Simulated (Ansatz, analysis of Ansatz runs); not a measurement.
# Migration in Li2CdCl4 (Imma): V_Li hop (4.4 Å), charge −1

Wanted: path and barrier of a jump of Li in Li2CdCl4 (Imma) at charge −1. The case: V_Li hop (4.4 Å), in a cell of 56 host atoms with 1 Li taken out.

Main program and level: Ansatz 0.2.0; plane-wave PAW DFT, PBEsol; nudged elastic band between two relaxed defect structures at fixed charge in a uniform background.

**1. Set-up**

The cell holds 55 atoms: 15 Li, 8 Cd and 32 Cl. Its edges and angles: a = 12.949 Å, b = 12.809 Å, c = 10.609 Å, α = 66.4°, β = 65.0°, γ = 48.6°. It derives from Li2CdCl4 (space group Imma). Nearest the centre at fractional (0.089, 0.214, 0.411): Cl52 at 1.12 Å, Li13 at 2.19 Å, Cl35 at 2.82 Å, Cl31 at 2.93 Å, Cl41 at 2.98 Å, Cd16 at 3.31 Å, Li8 at 3.41 Å, Cd20 at 3.45 Å. The cell carries charge −1.

The cell's shortest repeat is 10.6 Å.

**2. Relaxation of the start point, charge −1**

The ends come first: from an unrelaxed start the top is counted from too high an energy, and the barrier comes out too low. Small random displacements break the symmetry of the ideal sites, so that the defect can distort if it gains by it. The charge of −1 is set by the electron count, and a uniform background keeps the cell neutral.

Input file qm1.start/input.yaml:

```yaml
crystal:
  lattice:
    - [0.0, 7.62069338, 10.46883164]
    - [7.38023042, 0.0, 10.46883164]
    - [7.38023042, 7.62069338, 0.0]
  atoms:
    - { symbol: Li, position: [0.19605462, 0.44605462, 0.05394538] }
    - { symbol: Li, position: [0.44605462, 0.69605462, 0.30394538] }
    - { symbol: Li, position: [0.69605462, 0.94605462, 0.55394538] }
    - { symbol: Li, position: [0.94605462, 0.19605462, 0.80394538] }
    - { symbol: Li, position: [0.125, 0.625, 0.625] }
    - { symbol: Li, position: [0.375, 0.875, 0.875] }
    - { symbol: Li, position: [0.625, 0.125, 0.125] }
    - { symbol: Li, position: [0.125, 0.125, 0.125] }
    - { symbol: Li, position: [0.375, 0.375, 0.375] }
    - { symbol: Li, position: [0.625, 0.625, 0.625] }
    - { symbol: Li, position: [0.875, 0.875, 0.875] }
    - { symbol: Li, position: [0.05394538, 0.80394538, 0.19605462] }
    - { symbol: Li, position: [0.30394538, 0.05394538, 0.44605462] }
    - { symbol: Li, position: [0.55394538, 0.30394538, 0.69605462] }
    - { symbol: Li, position: [0.80394538, 0.55394538, 0.94605462] }
    - { symbol: Cd, position: [0.0, 0.0, 0.5] }
    - { symbol: Cd, position: [0.25, 0.25, 0.75] }
    - { symbol: Cd, position: [0.5, 0.5, 0.0] }
    - { symbol: Cd, position: [0.75, 0.75, 0.25] }
    - { symbol: Cd, position: [0.0, 0.5, 0.5] }
    - { symbol: Cd, position: [0.25, 0.75, 0.75] }
    - { symbol: Cd, position: [0.5, 0.0, 0.0] }
    - { symbol: Cd, position: [0.75, 0.25, 0.25] }
    - { symbol: Cl, position: [0.13698115, 0.11817834, 0.88182166] }
    - { symbol: Cl, position: [0.38698115, 0.36817834, 0.13182166] }
    - { symbol: Cl, position: [0.63698115, 0.61817834, 0.38182166] }
    - { symbol: Cl, position: [0.88698115, 0.86817834, 0.63182166] }
    - { symbol: Cl, position: [0.24656242, 0.7496538, 0.50343758] }
    - { symbol: Cl, position: [0.49656242, 0.9996538, 0.75343758] }
    - { symbol: Cl, position: [0.74656242, 0.2496538, 0.00343758] }
    - { symbol: Cl, position: [0.99656242, 0.4996538, 0.25343758] }
    - { symbol: Cl, position: [0.11817834, 0.63698115, 0.86301885] }
    - { symbol: Cl, position: [0.36817834, 0.88698115, 0.11301885] }
    - { symbol: Cl, position: [0.61817834, 0.13698115, 0.36301885] }
    - { symbol: Cl, position: [0.86817834, 0.38698115, 0.61301885] }
    - { symbol: Cl, position: [0.2496538, 0.24656242, 0.0003462] }
    - { symbol: Cl, position: [0.4996538, 0.49656242, 0.2503462] }
    - { symbol: Cl, position: [0.7496538, 0.74656242, 0.5003462] }
    - { symbol: Cl, position: [0.9996538, 0.99656242, 0.7503462] }
    - { symbol: Cl, position: [0.0003462, 0.00343758, 0.2496538] }
    - { symbol: Cl, position: [0.2503462, 0.25343758, 0.4996538] }
    - { symbol: Cl, position: [0.5003462, 0.50343758, 0.7496538] }
    - { symbol: Cl, position: [0.7503462, 0.75343758, 0.9996538] }
    - { symbol: Cl, position: [0.13182166, 0.61301885, 0.38698115] }
    - { symbol: Cl, position: [0.38182166, 0.86301885, 0.63698115] }
    - { symbol: Cl, position: [0.63182166, 0.11301885, 0.88698115] }
    - { symbol: Cl, position: [0.88182166, 0.36301885, 0.13698115] }
    - { symbol: Cl, position: [0.00343758, 0.5003462, 0.74656242] }
    - { symbol: Cl, position: [0.25343758, 0.7503462, 0.99656242] }
    - { symbol: Cl, position: [0.50343758, 0.0003462, 0.24656242] }
    - { symbol: Cl, position: [0.75343758, 0.2503462, 0.49656242] }
    - { symbol: Cl, position: [0.11301885, 0.13182166, 0.36817834] }
    - { symbol: Cl, position: [0.36301885, 0.38182166, 0.61817834] }
    - { symbol: Cl, position: [0.61301885, 0.63182166, 0.86817834] }
    - { symbol: Cl, position: [0.86301885, 0.88182166, 0.11817834] }
total_charge: -1
basis:
  ecutwfc: 420
  xc_grid: 2
hamiltonian:
  xc: pbesol
kpoints:
  mp_grid: { grid: [1, 1, 1], shift: [0.25, 0.25, 0.25] }
scf:
  occupations: { method: fixed }
  max_iter: 100
output:
  forces: true
relax:
  f_tol: 0.02
  max_steps: 70
  random_displacement: { amplitude: 0.03, seed: 4832 }
```

Command:

```console
> ansatz run input.yaml --threads 4 --pin off --max-ram 14131MiB --backend cpu --events-out ev --progress --plain --runs-dir out
```

Output:

```text
The last accepted step is kept in <dir> (removed where the run ends without a failure and the disk answers)
Engine: ansatz 0.2.0, aarch64-unknown-linux-gnu
Pseudopotentials: kind: paw
Pseudopotential: Li, paw, valence charge 3, recommended cutoff 420 eV (normal), Li.paw.azcp
Pseudopotential: Cd, paw, valence charge 20, recommended cutoff 420 eV (normal), Cd.paw.azcp
Pseudopotential: Cl, paw, valence charge 7, recommended cutoff 420 eV (normal), Cl.paw.azcp
Functional definition: PBEsol
  exchange = pbesol_x
  correlation = pbesol_c
Crystal: 55 atoms, lattice volume = 1177.586 Å³
Basis set: ecut = 420 eV, 23051 PW (Γ), exchange–correlation on 180×180×144 points (8 copies of the dense FFT grid, shifted against one another)
Bands: 270, of which v1, the nominal top of the filled ones, is band 215 counted from 1 (214 counted from 0)
Symmetry: 1 space group operations
k-points: 1
Non-local potential: Li, projectors of the file, l = 0: 3, l = 1: 2, l = 2: 1
Non-local potential: Cd, projectors of the file, l = 0: 3, l = 1: 2, l = 2: 2, l = 3: 1
Non-local potential: Cl, projectors of the file, l = 0: 2, l = 1: 2, l = 2: 2
PAW form: soft (Blöchl's): semilocal exchange-correlation on the pseudo side does not see the compensation charge
PAW frozen core: Cd, regenerated for the run's functional, and the local potential with it (the file was generated under x = pbe(κ = 0.804, μ = 0.219515), c = pbe(β = 0.066725))
PAW frozen core: Cl, regenerated for the run's functional, and the local potential with it (the file was generated under x = pbe(κ = 0.804, μ = 0.219515), c = pbe(β = 0.066725))
PAW one-centre angular grid: Li, 110 points (default); XC on 64 Gauss nodes
PAW one-centre angular grid: Cd, 590 points (default); XC on 64 Gauss nodes
PAW one-centre angular grid: Cl, 110 points (default); XC on 64 Gauss nodes
Initial density: superposition of atomic densities (neutral atoms scaled as one to the charged cell's electrons: chi_scale 0, normalization atom), corrected by the library's trained network
Initial wavefunctions: pseudopotential atomic-orbital guess
Functional: x = pbesol(κ = 0.804, μ = 0.123457), c = pbesol(β = 0.046)
SCF iter   1: F=—  HF=-102540.362883 eV  |F-HF|=—  |Δ(HF+E_count)|=         —  Δρ=9.40e-3  dr2=1.11e0  ethr=1.77e-3  ⟨swp⟩=5.0  Hψ=780  notcnv=0  defer=53
preconditioner: auto → Resta (q_TF=auto, 2.307 Å⁻¹)  ε∞=3.5  [insulator: Δε(μ)=3.571 eV  Ē_g=12.602 eV  n_scr=242 (ndim 8)  ℏωp=19.8 eV  f_vac=0.063  ε∞_Penn≈3.5]
SCF iter   2: F=—  HF=-102540.001124 eV  |F-HF|=—  |Δ(HF+E_count)|=   3.62e-1  Δρ=2.38e-3  dr2=9.60e-2  ethr=2.59e-4  ⟨swp⟩=3.0  Hψ=497  notcnv=0  defer=53
SCF iter   3: F=—  HF=-102539.976169 eV  |F-HF|=—  |Δ(HF+E_count)|=   2.50e-2  Δρ=8.85e-4  dr2=1.25e-2  ethr=2.23e-5  ⟨swp⟩=2.0  Hψ=346  notcnv=0  defer=53
SCF iter   4: F=—  HF=-102539.976693 eV  |F-HF|=—  |Δ(HF+E_count)|=   5.24e-4  Δρ=2.60e-4  dr2=9.13e-4  ethr=2.91e-6  ⟨swp⟩=2.0  Hψ=361  notcnv=0  defer=53
SCF iter   5: F=—  HF=-102539.978809 eV  |F-HF|=—  |Δ(HF+E_count)|=   2.12e-3  Δρ=6.96e-5  dr2=6.58e-5  ethr=2.12e-7  ⟨swp⟩=2.0  Hψ=430  notcnv=0  defer=50
SCF iter   6: F=—  HF=-102539.978907 eV  |F-HF|=—  |Δ(HF+E_count)|=   9.81e-5  Δρ=4.12e-5  dr2=1.61e-5  ethr=2.33e-9  ⟨swp⟩=4.0  Hψ=840  notcnv=0
SCF iter   7: F=-102539.978916 eV  HF=-102539.978914 eV  |F-HF|=2.29e-6  |Δ(HF+E_count)|=   6.73e-6  Δρ=9.50e-6  dr2=1.35e-6  ethr=2.33e-9  ⟨swp⟩=4.0  Hψ=731  notcnv=0
SCF 1 converged in 7 iterations: F = -102539.978916 eV  dr2 = 1.35e-6
  greatest PAW one-centre occupation: 1.000 electrons in one spin orbital (limit 2), on the Cd atom at site 18 (counted from 0), in its partial waves of l = 0
relax step   1: F+E_penalty+E_count = -102539.97891588 eV  Δ(F+E_penalty+E_count) = +0.000e0 eV  max|allowed force component| = 7.278e-1 eV/Å  Δτ_max = 0.0000 Å  (7 SCF iters, dr2 threshold 1.00e-5 eV, accepted)
[... the SCF cycles and remarks between the steps are left out from here to the last step ...]
relax step   2: F+E_penalty+E_count = -102540.31981271 eV  Δ(F+E_penalty+E_count) = -3.409e-1 eV  max|allowed force component| = 1.494e-1 eV/Å  Δτ_max = 0.1944 Å  (6 SCF iters, dr2 threshold 3.31e-5 eV, accepted)
relax step   3: F+E_penalty+E_count = -102540.33841299 eV  Δ(F+E_penalty+E_count) = -1.860e-2 eV  max|allowed force component| = 2.044e-1 eV/Å  Δτ_max = 0.2000 Å  (7 SCF iters, dr2 threshold 1.39e-6 eV, accepted)
relax step   4: F+E_penalty+E_count = -102540.37261081 eV  Δ(F+E_penalty+E_count) = -3.420e-2 eV  max|allowed force component| = 1.244e-2 eV/Å  Δτ_max = 0.1311 Å  (6 SCF iters, dr2 threshold 2.61e-6 eV, accepted)
iter 1 solved again at ethr=9.44e-11 eV; its pass at ethr=3.10e-3 eV (dr2=4.06e-7 eV) is discarded
SCF iter   1: F=—  HF=-102540.372488 eV  |F-HF|=—  |Δ(HF+E_count)|=         —  Δρ=6.16e-6  dr2=4.07e-7  ethr=9.44e-11  ⟨swp⟩=1.0  Hψ=582  notcnv=0  defer=47
SCF iter   2: F=—  HF=-102540.372611 eV  |F-HF|=—  |Δ(HF+E_count)|=   1.23e-4  Δρ=2.01e-6  dr2=9.09e-8  ethr=2.33e-11  ⟨swp⟩=2.0  Hψ=848  notcnv=0
SCF iter   3: F=-102540.372611 eV  HF=-102540.372611 eV  |F-HF|=5.15e-8  |Δ(HF+E_count)|=   1.16e-7  Δρ=1.11e-6  dr2=3.21e-8  ethr=2.11e-11  ⟨swp⟩=2.0  Hψ=722  notcnv=0
SCF 5 converged in 3 iterations: F = -102540.372611 eV  dr2 = 3.21e-8
relax step   5: F+E_penalty+E_count = -102540.37261100 eV  Δ(F+E_penalty+E_count) = -1.842e-7 eV  max|allowed force component| = 1.242e-2 eV/Å  Δτ_max = 0.0000 Å  (3 SCF iters, accepted)
SCF converged after 3 iterations
Free energy (F): -102540.372611 eV
Harris-Foulkes:  -102540.372611 eV  (|F-HF|=5.15e-8)
Internal energy: -102540.372611 eV  (E = F + TS)
E sigma→0 (E₀):  -102540.372611 eV
Fermi energy:    2.526291 eV
--- Per-component energies (eV) ---
  E_band       = -6378.021160
  E_kinetic    = 9529.318957
  E_local      = -48711.429335  (includes V_loc(G=0)·N_el)
  E_nonlocal   = 740.776670
  E_hartree    = 21180.170039
  E_xc         = -4958.516465
  E_vxc        = -5864.703195  (∫ρ·V_xc dr)
  E_paw        = -52959.937534  (= ΣΔE_a)
  E_vpaw       = -4432.327129  (= ΣTr[D̂ρ^β])
  E_aug_tail   = 0.003287  (compensation charges beyond the density's cutoff)
  E_ewald      = -27366.003735
  E_core_change = 5.245505  (= ΣΔE_core)
  E_smearing   = -0.000000  (= −TS)
  E_closure    = -0.000000  (closes the sum)
  E_deformation_potential = -10.802585  (in the stress; not in F)
  Σ components = -102540.372611   (vs F -102540.372611, Δ=0.00e0)
--- Forces (eV/Å), atoms counted from 1 ---
  atom   1  Li    -0.01241825    -0.00278746     0.00450175
  atom   2  Li    -0.00057560    -0.00135411    -0.00261072
  [... 1 atom left out ...]
  atom   4  Li    -0.00100697     0.00250526    -0.00311492
  [... 3 atoms left out ...]
  atom   8  Li    -0.00032387    -0.00241950    -0.00458830
  [... 4 atoms left out ...]
  atom  13  Li    -0.00054377     0.00057520     0.00387709
  [... 2 atoms left out ...]
  atom  16  Cd     0.00033366     0.00027450    -0.00095510
  [... 3 atoms left out ...]
  atom  20  Cd    -0.00208390    -0.00325217     0.00195481
  [... 10 atoms left out ...]
  atom  31  Cl     0.00585830     0.00049895    -0.00606706
  [... 3 atoms left out ...]
  atom  35  Cl    -0.00064711    -0.00154111     0.00068574
  [... 5 atoms left out ...]
  atom  41  Cl    -0.00263469    -0.00137288     0.00329360
  [... 9 atoms left out ...]
  atom  51  Cl    -0.00509226    -0.00231082     0.00253856
  atom  52  Cl    -0.00057895    -0.00117637     0.00267515
  [... 3 atoms left out ...]
  max |Σ_I F_I| component: 2.31e-5 eV/Å
--- Relaxed structure (5 steps of the walk, 5 accepted, 0 SCFs on fresh bases) ---
  F+E_penalty+E_count = -102540.37261100 eV   max|allowed force component| = 1.242e-2 eV/Å
  atoms:
    - { symbol: Li, position: [0.194233, 0.448742, 0.056098] }
    - { symbol: Li, position: [0.440476, 0.701771, 0.305448] }
    [... 1 atom left out ...]
    - { symbol: Li, position: [0.944618, 0.197793, 0.809182] }
    [... 3 atoms left out ...]
    - { symbol: Li, position: [0.119874, 0.131561, 0.130716] }
    [... 4 atoms left out ...]
    - { symbol: Li, position: [0.309042, 0.048222, 0.444996] }
    [... 2 atoms left out ...]
    - { symbol: Cd, position: [-0.003514, 0.009127, 0.500086] }
    [... 3 atoms left out ...]
    - { symbol: Cd, position: [-0.000303, 0.494168, 0.497252] }
    [... 10 atoms left out ...]
    - { symbol: Cl, position: [1.000625, 0.502300, 0.249799] }
    [... 3 atoms left out ...]
    - { symbol: Cl, position: [0.865870, 0.388380, 0.627065] }
    [... 5 atoms left out ...]
    - { symbol: Cl, position: [0.253731, 0.249801, 0.499958] }
    [... 9 atoms left out ...]
    - { symbol: Cl, position: [0.748923, 0.247618, 0.500849] }
    - { symbol: Cl, position: [0.127163, 0.117998, 0.366239] }
    [... 3 atoms left out ...]
```

Run time: 44 s. Hardware: 4 threads of Arm Neoverse V2, shared host; peak memory 1.9 GiB; 2.8 min of CPU time.

In the SCF lines HF is the Harris–Foulkes energy and dr2 the Hartree energy of the density residual, in eV; the loop may stop once dr2 is under the threshold and the program's other checks hold. Hψ counts applications of the Hamiltonian.

Step by step:

```
step  energy less that of the first step (eV)  largest force component (eV/Å)
   1                                   0.0000                          0.7278
   2                                  -0.3409                          0.1494
   3                                  -0.3595                          0.2044
   4                                  -0.3937                          0.0124
   5                                  -0.3937                          0.0124
```

The atoms that moved most (Å, from the sites as typed, ahead of the random displacement):

```
atom      dx      dy      dz  length
Cl26   0.117  -0.094  -0.009   0.150
Cl52  -0.117   0.092   0.005   0.148
Cl35   0.114   0.088  -0.008   0.144
Cl47  -0.114  -0.085   0.008   0.143
Li10  -0.094   0.000  -0.014   0.095
Cd16   0.068  -0.028   0.060   0.095
Cd19  -0.064   0.024  -0.064   0.094
Cd23   0.064   0.026   0.063   0.093
```

Neighbours of Li13 at the end:

```
atom  distance (Å)
Cl52         2.308
Cl45         2.363
Cl50         2.412
Cl41         2.435
Cl26         4.157
Cd16         4.173
Cd21         4.178
Cl28         4.202
Cl39         4.229
 Li2         4.235
```

Numbers from this step:

* free energy: -102540.3726 eV
* r.m.s. move of the farther half of the atoms: 0.03100 Å
* largest move from the ideal geometry of this structure, a common shift of the far atoms taken out: 0.1507 Å

The relaxation gained 0.394 eV and ended with a largest force component of 0.012 eV/Å.

**3. Relaxation of the end point, charge −1**

The end point is relaxed in the same cell and settings, so that the two energies compare. Atoms more than 3.2 Å from the middle of the hop start where the first relaxation left them, the nearer ones on or close to their ideal places, with small random displacements.

Input file qm1.end/input.yaml:

```yaml
crystal:
  lattice:
    - [0.0, 7.62069338, 10.46883164]
    - [7.38023042, 0.0, 10.46883164]
    - [7.38023042, 7.62069338, 0.0]
  atoms:
    - { symbol: Li, position: [0.19452914, 0.44862936, 0.05622315] }
    - { symbol: Li, position: [0.44077299, 0.70165828, 0.30557315] }
[... 1 atom line left out ...]
    - { symbol: Li, position: [0.94491427, 0.19767978, 0.8093074] }
[... 3 atom lines left out ...]
    - { symbol: Li, position: [0.12017081, 0.13144809, 0.13084174] }
[... 4 atom lines left out ...]
    - { symbol: Li, position: [-0.125, 0.375, 0.375] }
[... 2 atom lines left out ...]
    - { symbol: Cd, position: [-0.00321889, 0.00901399, 0.50021198] }
[... 3 atom lines left out ...]
    - { symbol: Cd, position: [-7.76e-06, 0.4940554, 0.49737784] }
[... 10 atom lines left out ...]
    - { symbol: Cl, position: [0.99656242, 0.4996538, 0.25343758] }
[... 3 atom lines left out ...]
    - { symbol: Cl, position: [0.86817834, 0.38698115, 0.61301885] }
[... 3 atom lines left out ...]
    - { symbol: Cl, position: [0.999918, 0.99648035, 0.75382584] }
[... 1 atom line left out ...]
    - { symbol: Cl, position: [0.2503462, 0.25343758, 0.4996538] }
[... 5 atom lines left out ...]
    - { symbol: Cl, position: [0.88465707, 0.36099621, 0.12356987] }
[... 3 atom lines left out ...]
    - { symbol: Cl, position: [0.74921918, 0.24750542, 0.50097456] }
    - { symbol: Cl, position: [0.11301885, 0.13182166, 0.36817834] }
[... 2 atom lines left out ...]
    - { symbol: Cl, position: [0.86218502, 0.8797676, 0.11950822] }
total_charge: -1
basis:
  ecutwfc: 420
  xc_grid: 2
hamiltonian:
  xc: pbesol
kpoints:
  mp_grid: { grid: [1, 1, 1], shift: [0.25, 0.25, 0.25] }
scf:
  occupations: { method: fixed }
  max_iter: 100
output:
  forces: true
relax:
  f_tol: 0.02
  max_steps: 70
  random_displacement: { amplitude: 0.01, seed: 4832 }
```

Output:

```text
[...]
Crystal: 55 atoms, lattice volume = 1177.586 Å³
Basis set: ecut = 420 eV, 23051 PW (Γ), exchange–correlation on 180×180×144 points (8 copies of the dense FFT grid, shifted against one another)
Bands: 270, of which v1, the nominal top of the filled ones, is band 215 counted from 1 (214 counted from 0)
Symmetry: 1 space group operations
k-points: 1
[...]
SCF iter   1: F=—  HF=-102540.572620 eV  |F-HF|=—  |Δ(HF+E_count)|=         —  Δρ=9.40e-3  dr2=1.11e0  ethr=1.77e-3  ⟨swp⟩=5.0  Hψ=779  notcnv=0  defer=53
[...]
SCF iter   7: F=-102540.188327 eV  HF=-102540.188327 eV  |F-HF|=3.75e-7  |Δ(HF+E_count)|=   7.53e-6  Δρ=1.09e-5  dr2=1.28e-6  ethr=1.33e-9  ⟨swp⟩=2.0  Hψ=824  notcnv=0
SCF 1 converged in 7 iterations: F = -102540.188327 eV  dr2 = 1.28e-6
[...]
--- Relaxed structure (4 steps of the walk, 4 accepted, 0 SCFs on fresh bases) ---
  F+E_penalty+E_count = -102540.56390084 eV   max|allowed force component| = 1.024e-2 eV/Å
  atoms:
    - { symbol: Li, position: [0.194840, 0.446274, 0.054047] }
    - { symbol: Li, position: [0.444683, 0.699469, 0.305345] }
    [... 1 atom left out ...]
    - { symbol: Li, position: [0.948696, 0.195186, 0.801456] }
[...]
- { symbol: Li, position: [0.122880, 0.127100, 0.130024] }
[...]
- { symbol: Li, position: [-0.119930, 0.369875, 0.373453] }
[...]
- { symbol: Cd, position: [0.002527, 0.003529, 0.497082] }
[...]
- { symbol: Cd, position: [0.004169, 0.495193, 0.499749] }
[...]
- { symbol: Cl, position: [0.994009, 0.503342, 0.251933] }
    [... 3 atoms left out ...]
    - { symbol: Cl, position: [0.865791, 0.388576, 0.614169] }
    [... 5 atoms left out ...]
    - { symbol: Cl, position: [0.248603, 0.257107, 0.501454] }
    [... 9 atoms left out ...]
    - { symbol: Cl, position: [0.748749, 0.252599, 0.496303] }
    - { symbol: Cl, position: [0.105854, 0.137004, 0.363102] }
    [... 3 atoms left out ...]
[key lines of the parts left out:]
SCF converged after 7 iterations
Free energy (F): -102540.563901 eV
Fermi energy:    2.523961 eV
```

Run time: 36 s. Hardware: 4 threads; peak memory 1.9 GiB.

Step by step:

```
step  energy less that of the first step (eV)  largest force component (eV/Å)
   1                                   0.0000                          0.6083
   2                                  -0.3325                          0.1447
   3                                  -0.3662                          0.0578
   4                                  -0.3756                          0.0102
```

The atoms that moved most (Å, from the sites as typed, ahead of the random displacement):

```
atom      dx      dy      dz  length
Cl26  -0.137   0.100   0.000   0.169
Li10   0.140  -0.027   0.007   0.143
Cd19   0.101  -0.057   0.057   0.130
Cl47   0.115   0.031  -0.018   0.120
Cd23  -0.060  -0.042  -0.077   0.106
Cl52   0.001  -0.094  -0.020   0.096
 Li4  -0.076  -0.031   0.014   0.084
 Li7  -0.010  -0.041  -0.072   0.083
```

Neighbours of Li13 at the end:

```
atom  distance (Å)
Cl52         2.434
Cl47         2.570
Cl35         2.578
Cl26         2.584
Cl31         2.592
Cl51         2.604
 Li8         3.588
Cd16         3.639
```

This step gave:

```
free energy                                                                                       : -102540.5639 eV
r.m.s. move of the farther half of the atoms                                                      : 0.03595 Å
largest move from the ideal geometry of this structure, a common shift of the far atoms taken out : 0.09930 Å
```

The relaxation gained 0.376 eV and ended with a largest force component of 0.010 eV/Å. The end lies 0.191 eV below the start.

(Continued in part 2 of 3.)

[Long decimals in the printed logs are rounded to 6 places.]

[Repeated set-up lines and some long k-point lines are left out of the logs, and relaxed atomic positions are cut to six decimals.]

[Logs are printed without paths, hosts, clocks, repeated set-up lines and the standing remarks that a program may print on its own settings, such as how far it seeks lower states.]

[Hosts, paths, dates, database ids (printed as entryN), source tags and the programs' standing remarks are cut or masked in the printed files.]
